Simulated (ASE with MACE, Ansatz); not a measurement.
## Atom list for Liquid Sn, relaxed from a frame at 773 K (96 atoms)

This is step 2 of a relaxation. Method: Kohn-Sham DFT, RPBE, PAW (set soft_2), plane waves (Ansatz 0.2.0); cutoff 420 eV, Γ point, cold smearing of 0.15 eV; density 6.85 g/cm³.

Cell vectors (Å):

```
14.031 0.000 0.000
0.000 14.031 0.000
0.000 0.000 14.031
```

Positions (Å):

```
1 Sn 9.699 1.751 8.415
2 Sn 1.229 13.977 2.429
3 Sn 3.048 11.902 11.199
4 Sn 8.313 10.822 6.637
5 Sn 1.359 5.854 0.825
6 Sn 6.466 12.762 2.242
7 Sn 7.413 2.652 11.130
8 Sn 6.998 6.353 2.739
9 Sn 9.633 7.685 4.841
10 Sn 11.038 6.330 2.606
11 Sn 8.797 10.233 12.243
12 Sn 8.572 12.703 8.983
13 Sn 12.409 13.087 4.304
14 Sn 0.359 12.835 13.109
15 Sn 10.373 7.900 0.181
16 Sn 12.279 10.792 13.875
17 Sn 13.806 7.496 2.666
18 Sn 12.912 11.382 10.476
19 Sn 4.058 0.049 3.439
20 Sn 5.397 4.104 13.166
21 Sn 9.689 4.371 12.290
22 Sn 0.889 0.980 5.414
23 Sn 7.325 5.523 10.271
24 Sn 13.609 6.660 11.296
25 Sn 1.662 4.387 6.991
26 Sn 11.493 3.044 2.165
27 Sn 7.801 6.023 7.438
28 Sn 10.626 9.884 8.453
29 Sn 10.124 6.558 9.597
30 Sn 11.335 8.900 11.427
31 Sn 9.455 12.102 3.912
32 Sn 2.081 8.684 7.517
33 Sn 6.924 1.620 4.252
34 Sn 7.723 1.807 13.978
35 Sn 8.725 13.391 11.871
36 Sn 12.395 5.255 13.862
37 Sn 3.119 1.784 13.951
38 Sn 5.759 3.706 6.542
39 Sn 13.306 0.061 8.691
40 Sn 11.858 10.190 3.415
41 Sn 3.190 3.211 4.627
42 Sn 5.676 12.068 8.685
43 Sn 6.966 8.434 5.778
44 Sn 5.635 1.061 8.082
45 Sn 11.371 0.474 10.902
46 Sn 9.243 0.728 2.245
47 Sn 13.513 6.406 8.321
48 Sn 8.789 9.212 2.353
49 Sn 1.163 9.501 10.780
50 Sn 4.616 6.210 4.839
51 Sn 6.547 10.378 0.580
52 Sn 3.204 12.486 0.432
53 Sn 1.235 6.650 5.175
54 Sn 0.091 8.476 13.640
55 Sn 4.328 9.904 5.946
56 Sn 4.688 9.209 9.148
57 Sn 7.944 7.014 12.977
58 Sn 0.633 10.992 1.730
59 Sn 5.196 7.072 11.616
60 Sn 13.951 2.299 0.213
61 Sn 5.854 13.312 13.278
62 Sn 10.941 1.668 13.467
63 Sn 2.467 6.645 10.227
64 Sn 13.322 11.057 7.187
65 Sn 4.086 6.136 7.756
66 Sn 0.874 3.451 2.846
67 Sn 5.680 10.172 11.906
68 Sn 6.004 12.209 5.167
69 Sn 9.422 11.970 0.609
70 Sn 5.559 9.199 3.024
71 Sn 3.141 13.206 6.262
72 Sn 12.177 2.832 7.084
73 Sn 4.297 0.825 11.326
74 Sn 8.935 4.520 1.144
75 Sn 12.287 13.745 1.310
76 Sn 10.529 1.703 4.788
77 Sn 7.707 8.707 9.099
78 Sn 4.481 3.764 10.012
79 Sn 8.347 13.949 6.197
80 Sn 4.713 7.086 0.573
81 Sn 2.542 8.774 3.283
82 Sn 1.722 11.946 8.489
83 Sn 5.415 2.192 1.671
84 Sn 8.175 4.406 4.765
85 Sn 3.001 9.550 0.228
86 Sn 4.252 4.779 2.264
87 Sn 12.693 8.189 5.746
88 Sn 1.031 0.898 11.102
89 Sn 11.066 13.082 7.108
90 Sn 0.689 3.788 9.867
91 Sn 2.291 4.212 12.437
92 Sn 1.088 11.308 4.720
93 Sn 11.698 4.032 9.923
94 Sn 2.732 1.419 8.658
95 Sn 10.837 5.618 6.789
96 Sn 12.738 4.804 4.525
```

Q: Give the force on every atom.

Columns: atom, fx, fy, fz (forces in eV/Å).

```
1 -0.264 0.185 0.612
2 -0.266 0.207 -0.016
3 0.266 -0.164 0.192
4 0.354 0.067 -0.181
5 0.179 -0.191 -0.252
6 0.278 -0.042 0.036
7 -0.111 -0.767 -0.710
8 0.430 -0.004 -0.174
9 0.174 0.213 0.140
10 -0.098 -0.498 -0.160
11 -0.507 -0.318 -0.524
12 0.171 -0.161 0.539
13 0.167 0.304 0.067
14 -0.097 -0.179 0.090
15 0.684 0.236 -0.200
16 -0.626 0.388 0.102
17 -0.176 0.423 -0.045
18 -0.162 0.186 -0.060
19 -0.211 0.164 0.102
20 -0.048 0.132 -0.264
21 0.351 0.240 0.142
22 -0.190 0.133 0.075
23 0.023 0.125 0.170
24 -0.410 -0.285 -0.094
25 -0.038 -0.484 0.214
26 -0.034 0.404 0.213
27 -0.279 -0.179 -0.408
28 0.123 -0.112 -0.058
29 0.212 0.362 0.399
30 0.143 -0.173 -0.409
31 -0.344 -0.340 -0.124
32 -0.827 0.177 0.147
33 -0.233 0.339 0.078
34 0.170 0.105 -0.163
35 -0.063 -0.010 0.349
36 0.188 -0.096 0.099
37 -0.379 -0.303 -0.145
38 -0.193 -0.286 0.215
39 0.541 0.071 -0.338
40 0.225 -0.414 -0.138
41 0.284 -0.637 0.522
42 -0.459 -0.159 -0.261
43 -0.729 -0.368 -0.165
44 0.372 -0.045 -0.079
45 -0.024 0.062 -0.467
46 -0.033 -0.365 0.041
47 0.114 0.627 -0.194
48 0.155 0.241 0.138
49 0.314 -0.236 0.029
50 -0.196 0.425 -0.035
51 0.108 -0.355 -0.091
52 -0.021 0.343 0.259
53 0.232 0.252 -0.043
54 0.483 -0.143 0.235
55 -0.404 -0.076 0.001
56 0.011 -0.213 -0.381
57 -0.258 -0.104 0.379
58 -0.021 -0.119 0.208
59 -0.430 0.415 -0.137
60 0.453 0.230 -0.306
61 0.525 -0.086 -0.272
62 0.036 0.195 -0.213
63 -0.067 0.041 0.307
64 -0.115 -0.695 -0.096
65 0.266 -0.183 0.386
66 -0.274 -0.130 -0.217
67 -0.081 -0.109 -0.367
68 0.036 -0.017 -0.006
69 0.073 0.116 0.154
70 0.161 0.132 0.641
71 0.474 0.170 0.082
72 0.400 0.050 -0.085
73 0.129 0.148 -0.265
74 -0.440 -0.009 0.237
75 0.010 -0.315 -0.050
76 0.003 0.574 0.291
77 -0.158 0.498 0.206
78 -0.219 0.393 -0.291
79 -0.484 0.301 0.171
80 0.311 0.233 -0.129
81 0.187 -0.070 0.329
82 0.391 0.007 0.334
83 0.004 -0.135 0.206
84 0.543 -0.080 -0.188
85 -0.114 -0.068 -0.502
86 -0.364 0.054 -0.360
87 -0.146 0.573 0.301
88 -0.141 0.300 0.059
89 0.059 -0.136 0.269
90 0.247 -0.338 0.397
91 0.057 0.332 -0.064
92 -0.044 -0.045 0.042
93 -0.108 -0.512 0.206
94 -0.302 0.108 -0.465
95 -0.125 -0.185 -0.205
96 0.194 -0.343 -0.017
```

The quench rate of the machine-learned run, up to about 430 K/ps, is many orders above laboratory rates. Only the Γ point is sampled, in a cell whose shortest periodic width is 14 Å.

The r.m.s. force component is 0.283 eV/Å; the longest force, 1.05 eV/Å, acts on Sn7. The energy lies 57.4 meV/atom below that of the first step of this run.

[Logs are printed without paths, hosts, clocks, repeated set-up lines and the standing remarks that a program may print on its own settings, such as how far it seeks lower states.]

[Hosts, paths, dates, database ids (printed as entryN), source tags and the programs' standing remarks are cut or masked in the printed files.]
